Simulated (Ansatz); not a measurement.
## Dielectric function and optical constants of BaAg2As2

What colour and refractive index does BaAg2As2 have at this level of theory?

Calculated with Ansatz 0.2.0; DFT, PBE, plane-wave PAW, default files, scalar-relativistic, independent-particle optical response without local fields.

**1. Set-up**

Symmetry: I4/mmm, No. 139, tetragonal system. The conventional cell has a = 4.603 Å, b = 4.603 Å, c = 10.867 Å, α = 90.00°, β = 90.00°, γ = 90.00°. Nearest to Ba lie 10 As at 3.49 to 4.18 Å and 8 Ag at 3.56 Å. Nearest to Ag lie 4 As at 2.72 Å and 4 Ag at 3.25 Å and 4 Ba at 3.56 Å. Nearest to As lie 1 As at 2.52 Å and 4 Ag at 2.72 Å and 5 Ba at 3.49 to 4.18 Å. Farther neighbours are not listed.

**2. Ground state and bands**

The self-consistent density comes first; it also tells whether there is a gap, which decides the occupations and the need for a Drude term.

This step: DFT, PBE, plane-wave PAW, default files, scalar-relativistic, ground state (Ansatz 0.2.0).

input.yaml

```yaml
crystal:
  lattice:
    - [-2.30125, 2.30125, 5.4336]
    - [2.30125, -2.30125, 5.4336]
    - [2.30125, 2.30125, -5.4336]
  atoms:
    - { symbol: Ba, position: [0.0, 0.0, 0.0] }
    - { symbol: Ag, position: [0.25, 0.75, 0.5] }
    - { symbol: Ag, position: [0.75, 0.25, 0.5] }
    - { symbol: As, position: [0.6158, 0.6158, 0.0] }
    - { symbol: As, position: [0.3842, 0.3842, 0.0] }
kpoints:
  mp_grid: { grid: [7, 7, 7] }
  band_path:
    path:
      - [[0.0, 0.0, 0.0], [0.0, 0.0, 0.5], [-0.08968551, 0.08968551, 0.5], [-0.29484275, 0.29484275, 0.29484275], [0.0, 0.0, 0.0], [0.5, 0.5, -0.5], [0.29484275, 0.70515725, -0.29484275], [0.0, 0.5, 0.0], [0.25, 0.25, 0.25], [0.5, 0.5, -0.08968551], [0.5, 0.5, -0.5]]
      - [[0.0, 0.0, 0.5], [0.25, 0.25, 0.25]]
    npoints: 5
scf:
  occupations: { method: fermi_dirac, width: 0.05 }
  n_extra_bands: 9
hamiltonian:
  xc: pbe
  pseudopotentials: { kind: paw }
output:
  forces: true
  stress: true
  populations: true
  write_bands: true
  write_density: true
  write_potential: true
  elf: true
  volumetric_format: npy
```

Command:

```sh
ansatz run input.yaml --threads 4 --pin off --max-ram 8192MiB --backend cpu --events-out ev --progress --plain --runs-dir out
```

Numbers of over 12 decimals in the logs are rounded to 6 here.

Log:

```text
scf.n_extra_bands = 9 over 39 filled bands (N_el = 78.0): the run solves 48 bands
Engine: ansatz 0.2.0, aarch64-unknown-linux-gnu
Pseudopotentials: kind: paw
Pseudopotential: Ba, paw, valence charge 10, recommended cutoff 420 eV (normal), Ba.paw.azcp
Pseudopotential: Ag, paw, valence charge 19, recommended cutoff 420 eV (normal), Ag.paw.azcp
Pseudopotential: As, paw, valence charge 15, recommended cutoff 420 eV (normal), As.paw.azcp
Functional definition: PBE
  parameter kappa = 0.804
  parameter beta = 0.066725
  exchange = pbe_x(kappa = kappa, mu = beta*pi^2/3)
  correlation = pbe_c(beta = beta)
Crystal: 5 atoms, lattice volume = 115.100 Å³
Basis set: ecut = 420 eV, 2259 PW (Γ), exchange–correlation on 90×90×90 points (8 copies of the dense FFT grid, shifted against one another)
Bands: 48, of which v1, the nominal top of the filled ones, is band 39 counted from 1 (38 counted from 0)
Symmetry: 16 space group operations
Space group: I4/mmm (ITA 139), of the structure as read, at distance tolerance 4.9e-5 Å
k-points: 40 of 343
Non-local potential: Ba, projectors of the file, l = 0: 3, l = 1: 2, l = 2: 2, l = 3: 2
Non-local potential: Ag, projectors of the file, l = 0: 3, l = 1: 2, l = 2: 2, l = 3: 1
Non-local potential: As, projectors of the file, l = 0: 2, l = 1: 2, l = 2: 3, l = 3: 1
PAW form: soft (Blöchl's): semilocal exchange-correlation on the pseudo side does not see the compensation charge
PAW one-centre angular grid: Ba, 194 points (default); XC on 64 Gauss nodes
PAW one-centre angular grid: Ag, 590 points (default); XC on 64 Gauss nodes
PAW one-centre angular grid: As, 590 points (default); XC on 64 Gauss nodes
Initial density: superposition of atomic densities (neutral atoms: chi_scale 0, normalization atom), corrected by the library's trained network
Initial wavefunctions: pseudopotential atomic-orbital guess
Functional: x = pbe(κ = 0.804, μ = 0.219515), c = pbe(β = 0.066725)
SCF iter   1: F=—  HF=-30845.375204 eV  |F-HF|=—  |Δ(HF+E_count)|=         —  Δρ=2.27e-3  dr2=1.09e-2  ethr=1.77e-3  ⟨swp⟩=7.5  Hψ=7958  notcnv=0  defer=31
preconditioner: auto → Kerker (q_TF=auto, 2.557 Å⁻¹)  [metal: Δε(μ)=0.025 eV  Ē_g=9.737 eV  σ=0.050 eV  W_gap=0.12  n_scr=32 (ndim 8)  ℏωp=21.9 eV  f_vac=0.003  D(μ)=1.94/eV (n_scr^D=10)]
SCF iter   2: F=—  HF=-30845.374570 eV  |F-HF|=—  |Δ(HF+E_count)|=   6.34e-4  Δρ=9.61e-4  dr2=1.33e-3  ethr=1.40e-5  ⟨swp⟩=2.8  Hψ=3706  notcnv=0  defer=66
SCF iter   3: F=—  HF=-30845.374516 eV  |F-HF|=—  |Δ(HF+E_count)|=   5.32e-5  Δρ=4.85e-4  dr2=5.00e-4  ethr=1.70e-6  ⟨swp⟩=1.9  Hψ=2430  notcnv=0  defer=66
SCF iter   4: F=—  HF=-30845.374484 eV  |F-HF|=—  |Δ(HF+E_count)|=   3.30e-5  Δρ=1.45e-4  dr2=4.73e-5  ethr=6.42e-7  ⟨swp⟩=2.0  Hψ=2954  notcnv=0  defer=66
SCF iter   5: F=—  HF=-30845.374506 eV  |F-HF|=—  |Δ(HF+E_count)|=   2.23e-5  Δρ=7.03e-5  dr2=9.45e-6  ethr=6.06e-8  ⟨swp⟩=2.0  Hψ=3150  notcnv=0  defer=66
SCF iter   6: F=—  HF=-30845.374506 eV  |F-HF|=—  |Δ(HF+E_count)|=   1.80e-7  Δρ=2.61e-5  dr2=7.84e-7  ethr=1.21e-8  ⟨swp⟩=2.0  Hψ=3214  notcnv=0  defer=66
SCF iter   7: F=—  HF=-30845.374506 eV  |F-HF|=—  |Δ(HF+E_count)|=   3.85e-8  Δρ=7.83e-6  dr2=1.80e-7  ethr=1.00e-9  ⟨swp⟩=2.0  Hψ=3304  notcnv=0  defer=66
SCF iter   8: F=-30845.374506 eV  HF=-30845.374506 eV  |F-HF|=1.01e-8  |Δ(HF+E_count)|=   2.82e-8  Δρ=2.26e-6  dr2=1.63e-8  ethr=1.28e-10  ⟨swp⟩=14.1  Hψ=14794  notcnv=0
SCF 1 converged in 8 iterations: F = -30845.374506 eV  dr2 = 1.63e-8
  greatest PAW one-centre occupation: 1.000 electrons in one spin orbital (limit 2), on the Ag atom at site 2 (counted from 0), in its partial waves of l = 0
NSCF: frozen V_eff on 57 k-points
SCF converged after 8 iterations
Free energy (F): -30845.374506 eV
Harris-Foulkes:  -30845.374506 eV  (|F-HF|=1.01e-8)
Internal energy: -30845.358226 eV  (E = F + TS)
E sigma→0 (E₀):  -30845.366366 eV
Entropy (-TS):   -0.016280 eV (-3.256 meV/atom)
Fermi energy:    12.827898 eV
--- Per-component energies (eV) ---
  E_band       = -1067.907763
  E_kinetic    = 1431.674218
  E_local      = -10036.072881  (includes V_loc(G=0)·N_el)
  E_nonlocal   = -1123.335733
  E_hartree    = 4911.067151
  E_xc         = -697.866464
  E_vxc        = -766.210789  (∫ρ·V_xc dr)
  E_paw        = -16701.108280  (= ΣΔE_a)
  E_vpaw       = -396.090620  (= ΣTr[D̂ρ^β])
  E_aug_tail   = 0.000634  (compensation charges beyond the density's cutoff)
  E_ewald      = -8629.716871
  E_smearing   = -0.016280  (= −TS)
  E_closure    = -0.000000  (closes the sum)
  Σ components = -30845.374506   (vs F -30845.374506, Δ=0.00e0)
--- Forces (eV/Å), atoms counted from 1 ---
  atom   1  Ba     0.00000000     0.00000000     0.00000000
  atom   2  Ag     0.00000000     0.00000000     0.00000000
  atom   3  Ag     0.00000000     0.00000000     0.00000000
  atom   4  As     0.00000000    -0.00000000     0.23696419
  atom   5  As     0.00000000    -0.00000000    -0.23696419
  max |Σ_I F_I| component: 2.78e-17 eV/Å
--- Stress (GPa, compression-positive) ---
        1.839703      -0.000000       0.000000
       -0.000000       1.839703      -0.000000
       -0.000000      -0.000000       3.987904
  P = ⅓ Tr σ = 2.5558 GPa (25.558 kbar)
--- Band table (eV; the first three rows and the last of 40) ---
  k-point 0: bands = [... 35 lower, 10.5996, 10.5996, 11.7796, 11.7796, 12.8020, 14.0070, 14.6342, 15.7017, ... 5 higher]
  k-point 1: bands = [... 35 lower, 10.2739, 10.8136, 11.0722, 11.2079, 13.9179, 14.5051, 15.2948, 15.7147, ... 5 higher]
  k-point 2: bands = [... 35 lower, 9.9659, 10.6053, 10.6739, 10.9046, 14.3990, 14.5509, 15.6103, 15.8620, ... 5 higher]
  k-point 39: bands = [... 35 lower, 10.3996, 11.0814, 11.6558, 13.0901, 13.3797, 13.4523, 14.6183, 15.0185, ... 5 higher]
--- Löwdin populations: 5 sites ---
  site symbol       q [e]
     0     Ba      8.3794
     1     Ag     18.5654
     2     Ag     18.5654
     3     As     15.8890
     4     As     15.8890
  spilling = 0.009125 (of n_electrons = 78.000000)
```

Elapsed: 6.1 s, on 4 threads of Arm Neoverse V2, shared host; peak memory 0.59 GiB; 23 s of CPU time.

The column dr2 measures how far the density is from self-consistency, as an energy; F and HF (Harris–Foulkes) agree once it is small.

Read-outs, printed or worked out from the files:

```
free energy         : -30845.3745 eV
Fermi energy        : 12.83 eV
electrons           : 78
symmetry operations : 16
pressure            : 2.556 GPa
volume              : 115.1 Å³
gap on the path     : 0 eV
```

There are states at the Fermi level within the smearing, so the occupations stay smeared and the carriers get a Drude term. The cell is left with a pressure of 2.6 GPa and forces up to 0.24 eV/Å, as it stands unrelaxed at this level.

The electronic bands at the labelled points (eV, zero at the Fermi level; # counts the bands kept):

| point | #14 | #15 | #16 | #17 | #18 | #19 | #20 | #21 |
| --- | --- | --- | --- | --- | --- | --- | --- | --- |
| Γ | -2.23 | -2.23 | -1.05 | -1.05 | -0.03 | 1.18 | 1.81 | 2.87 |
| 0.40 of the way | -2.70 | -2.00 | -1.92 | -1.86 | 1.75 | 1.82 | 2.39 | 2.62 |
| X | -3.14 | -3.01 | -2.53 | -2.15 | 0.30 | 2.58 | 2.62 | 4.22 |
| 0.40 of the way | -3.13 | -2.99 | -2.56 | -2.12 | 0.30 | 2.57 | 2.64 | 4.17 |
| Y | -3.12 | -2.89 | -2.67 | -1.95 | 0.34 | 2.56 | 2.64 | 4.01 |
| 0.40 of the way | -2.77 | -2.63 | -2.48 | -1.33 | 0.62 | 1.93 | 2.37 | 3.55 |
| S | -2.41 | -2.22 | -2.21 | 0.10 | 0.99 | 1.42 | 1.79 | 1.94 |
| 0.40 of the way | -3.12 | -2.41 | -1.85 | -1.03 | 1.62 | 1.70 | 2.45 | 2.45 |
| Γ | -2.23 | -2.23 | -1.05 | -1.05 | -0.03 | 1.18 | 1.81 | 2.87 |
| 0.60 of the way | -2.47 | -2.47 | -0.12 | 0.00 | 0.00 | 0.29 | 2.08 | 2.86 |
| Z | -2.51 | -1.73 | -0.93 | -0.15 | 0.65 | 0.65 | 1.22 | 3.02 |
| 0.40 of the way | -2.41 | -1.76 | -1.25 | 0.36 | 0.54 | 0.61 | 1.90 | 2.11 |
| S1 | -2.41 | -2.22 | -2.21 | 0.10 | 0.99 | 1.42 | 1.79 | 1.94 |
| 0.60 of the way | -3.41 | -2.17 | -1.49 | -0.11 | 0.19 | 1.46 | 2.17 | 2.63 |
| N | -3.79 | -2.16 | -1.19 | -0.17 | -0.16 | 1.42 | 2.36 | 2.54 |
| 0.40 of the way | -3.55 | -2.30 | -1.71 | -1.54 | 0.05 | 2.54 | 2.98 | 3.23 |
| P | -3.08 | -3.08 | -2.36 | -2.36 | -0.26 | 3.63 | 3.63 | 3.83 |
| 0.40 of the way | -3.11 | -3.02 | -2.48 | -2.21 | -0.07 | 2.98 | 3.37 | 4.08 |
| Y1 | -3.12 | -2.89 | -2.67 | -1.95 | 0.34 | 2.56 | 2.64 | 4.01 |
| 0.40 of the way | -2.98 | -2.25 | -2.01 | -0.86 | 0.69 | 1.78 | 2.12 | 2.74 |
| Z | -2.51 | -1.73 | -0.93 | -0.15 | 0.65 | 0.65 | 1.22 | 3.02 |
| jump to X | -3.14 | -3.01 | -2.53 | -2.15 | 0.30 | 2.58 | 2.62 | 4.22 |
| 0.40 of the way | -3.13 | -3.02 | -2.50 | -2.19 | 0.08 | 2.76 | 3.00 | 4.25 |
| P | -3.08 | -3.08 | -2.36 | -2.36 | -0.26 | 3.63 | 3.63 | 3.83 |

Valence density in the ac plane of the conventional cell at fractional y = 0.000, with atoms of Ba and Ag and As within 0.2 Å of it. It is the smooth field of the valence electrons, not physical close to the nuclei.

Values in e/Å³, 24 rows by 14 columns, each cell a mean:
```
 1  1  1  1  0  0  0  0  0  0  0  1  1  1
 1  1  1  0  0  0  0  0  0  0  0  0  1  1
 0  0  0  0  0  0  0  0  0  0  0  0  0  0
 0  0  0  0  0  0  1  1  0  0  0  0  0  0
 0  0  0  0  0  2  5  6  4  1  0  0  0  0
 0  0  0  0  1  6 15 18 10  3  0  0  0  0
 0  0  0  0  1  4 11 14  8  2  0  0  0  0
 2  1  1  0  0  1  2  3  2  1  0  0  1  2
20  7  1  0  0  0  0  0  0  0  0  1  3 14
21  8  1  0  0  0  0  0  0  0  0  1  3 15
 3  1  1  0  0  0  0  0  0  0  0  0  1  2
 1  0  0  0  0  0  0  0  0  0  0  0  0  0
 1  1  0  0  0  0  0  0  0  0  0  0  0  1
 8  3  1  0  0  0  0  0  0  0  0  0  1  6
27 10  1  0  0  0  0  0  0  0  0  1  4 19
11  4  1  0  0  0  1  1  0  0  0  1  2  8
 1  1  0  0  1  2  5  6  4  1  0  0  0  1
 0  0  0  0  1  6 15 18 10  3  0  0  0  0
 0  0  0  0  1  4 11 14  8  2  0  0  0  0
 0  0  0  0  0  1  2  3  2  1  0  0  0  0
 0  0  0  0  0  0  0  0  0  0  0  0  0  0
 1  1  0  0  0  0  0  0  0  0  0  0  0  1
 1  1  1  0  0  0  0  0  0  0  0  1  1  1
 0  1  1  1  0  0  0  0  0  0  0  1  1  1
```

ELF in the ac plane of the conventional cell at fractional y = 0.000, with atoms of Ba and Ag and As within 0.2 Å of it. It is the smooth field of the valence electrons, not physical close to the nuclei.

Ten even steps from '0' (0.03) to '9' (0.86), each cell a mean:
```
16982000005983
99841001002799
65310111110146
00012222221000
00122456532100
11113689742111
44322578642344
56642344323565
24774222236763
24776311247762
56664200135665
66542000013566
66653100024566
35775211146764
23775211247752
35763222224764
56532456522465
33313689742233
11123578642111
00012344432100
21001222211011
88510111100378
79961000003897
04993000016971
```

**3. Spectrum**

With the density converged, the vertical transitions are summed over the zone.

This step: DFT, PBE, plane-wave PAW, default files, scalar-relativistic, independent-particle optical response without local fields (Ansatz 0.2.0).

input.yaml, the sections that differ from step 2:

```yaml
kpoints:
  mp_grid: { grid: [7, 7, 7] }
scf:
  occupations: { method: fermi_dirac, width: 0.05 }
output:
  optics:
    e_range: [0, 20]
    de: 0.05
    sigma: 0.15
    drude_damping: 0.1
    nscf_kmesh: { grid: [8, 8, 8] }
    bands: { spectra_wanted_up_to: 20 }
# crystal, hamiltonian: as in step 2
```

Log:

```text
[...]
Crystal: 5 atoms, lattice volume = 115.100 Å³
Basis set: ecut = 420 eV, 2259 PW (Γ)
Bands: 47, of which v1, the nominal top of the filled ones, is band 39 counted from 1 (38 counted from 0)
Symmetry: 16 space group operations
[...]
k-points: 40 of 343
[...]
SCF iter   1: F=—  HF=-30845.375351 eV  |F-HF|=—  |Δ(HF+E_count)|=         —  Δρ=2.23e-3  dr2=1.05e-2  ethr=1.77e-3  ⟨swp⟩=7.8  Hψ=7723  notcnv=0  defer=20
[...]
SCF iter  11: F=-30845.374500 eV  HF=-30845.374500 eV  |F-HF|=0.00e0  |Δ(HF+E_count)|=  2.18e-11  Δρ=5.41e-8  dr2=4.44e-12  ethr=1.00e-12  ⟨swp⟩=9.3  Hψ=7032  notcnv=0
SCF 1 converged in 11 iterations: F = -30845.374500 eV  dr2 = 4.44e-12
[...]
NSCF: frozen V_eff on 59 k-points
output.optics: what the bands over the 104 summed would add to eps1, eps2 and the energy-loss function is held between a lower and an upper bound (7 Lanczos steps). eps1, eps2 and their loss function (loss_summed_bands) are given on every row as the summed bands alone make them. Along an axis, on a row where the two bounds hold the loss function to about 1 % of the greater of itself and 0.5 % of |1/eps|, its cell (loss_completed) is given, with the completed eps1 and eps2 that it is formed of (a cell that is left empty reads nan in the table and null in the record). The two bounds hold it so along every axis on all 400 rows up to 20.000 eV. [rest of the remark cut]
SCF converged after 11 iterations
Free energy (F): -30845.374500 eV
[...]
Internal energy: -30845.358220 eV  (E = F + TS)
E sigma→0 (E₀):  -30845.366360 eV
Entropy (-TS):   -0.016280 eV (-3.256 meV/atom)
Fermi energy:    12.827910 eV
[...]
--- Band table (eV; the first three rows and the last of 40) ---
  k-point 0: bands = [... 35 lower, 10.5996, 10.5996, 11.7797, 11.7797, 12.8019, 14.0070, 14.6342, 15.7017, ... 4 higher]
  k-point 1: bands = [... 35 lower, 10.2739, 10.8136, 11.0722, 11.2079, 13.9179, 14.5051, 15.2948, 15.7147, ... 4 higher]
  k-point 2: bands = [... 35 lower, 9.9660, 10.6054, 10.6739, 10.9047, 14.3990, 14.5509, 15.6102, 15.8620, ... 4 higher]
  k-point 39: bands = [... 35 lower, 10.3996, 11.0814, 11.6558, 13.0901, 13.3798, 13.4523, 14.6183, 15.0185, ... 4 higher]
```

Wall time 3 min (4 threads); peak memory 2.7 GiB; 11 min of CPU time.

This step gave:

* main peak of the optical conductivity above 1 eV, first axis: 4.387 eV
* Drude plasma energy, first axis: 2.510 eV
* bands summed: 104
* spectra valid up to: 28.08 eV
* program's estimate of the k-sum error in Im epsilon: 0.08 %
* electrons in the f-sum: 38.09

(Part 1 of 2 ends here.)

[Logs are printed without paths, hosts, clocks, repeated set-up lines and the standing remarks that a program may print on its own settings, such as how far it seeks lower states.]

[Hosts, paths, dates, database ids (printed as entryN), source tags and the programs' standing remarks are cut or masked in the printed files.]
